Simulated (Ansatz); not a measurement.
An input for Ansatz 0.2.0 (Bi2Te3 (Tellurobismuthite)):

```yaml
crystal:
  lattice:
    - [2.193, 1.2661291403, 10.1656666667]
    - [-2.193, 1.2661291403, 10.1656666667]
    - [0.0, -2.5322582807, 10.1656666667]
  atoms:
    - { symbol: Bi, position: [0.3999724715, 0.3999724715, 0.3999724715] }
    - { symbol: Bi, position: [0.6000275285, 0.6000275285, 0.6000275285] }
    - { symbol: Te, position: [0.0, 0.0, 0.0] }
    - { symbol: Te, position: [0.2097306504, 0.2097306504, 0.2097306504] }
    - { symbol: Te, position: [0.7902693496, 0.7902693496, 0.7902693496] }
kpoints:
  mp_grid: { grid: [4, 4, 4] }
hamiltonian:
  xc: pbe
  pseudopotentials: { kind: paw, azcp: { folder: soft_1 } }
scf:
  occupations: { method: fixed }
gw:
  n_empty_bands: 637
  ecut_chi: 140
  qp_bands: [v2, c2]
  qp_kpoints: band_edges
  screening: { model: contour_deformation }
```

```sh
ansatz run input.yaml --threads 2 --pin off --max-ram 73728MiB --backend cuda --events-out ev --progress --plain --runs-dir out --devices 1 --max-vram 13GiB
```

**Question.** How long will it take on 1 × NVIDIA H100 80GB HBM3 (shared by 6 runs) with 2 threads of AMD EPYC 7R13 (Zen 3), shared host, and how much memory?

It took 90 s; on shared hardware allow 45 s to 3 min. Peak host memory was 2.5 GiB. The sizes that set the cost: 3345 plane waves a state, 13 irreducible k points, 676 bands summed, 655 plane waves in the screening and 8 SCF cycles.

The screening grows as filled bands × empty bands × pairs of k points, times the square of the screening basis for the matrix.

[Paths, hosts, dates, memory and timing lines, banners, echoed tables and standing remarks are left out of the program output.]

[Logs are printed without paths, hosts, clocks, repeated set-up lines and the standing remarks that a program may print on its own settings, such as how far it seeks lower states.]

[Runs of the session that timed out or met a known fault of the program may be left out.]

[Cells called generated may have been cut or substituted from an entry of the Crystallography Open Database or the Materials Project.]

[Hosts, paths, dates, database ids (printed as entryN), source tags and the programs' standing remarks are cut or masked in the printed files.]
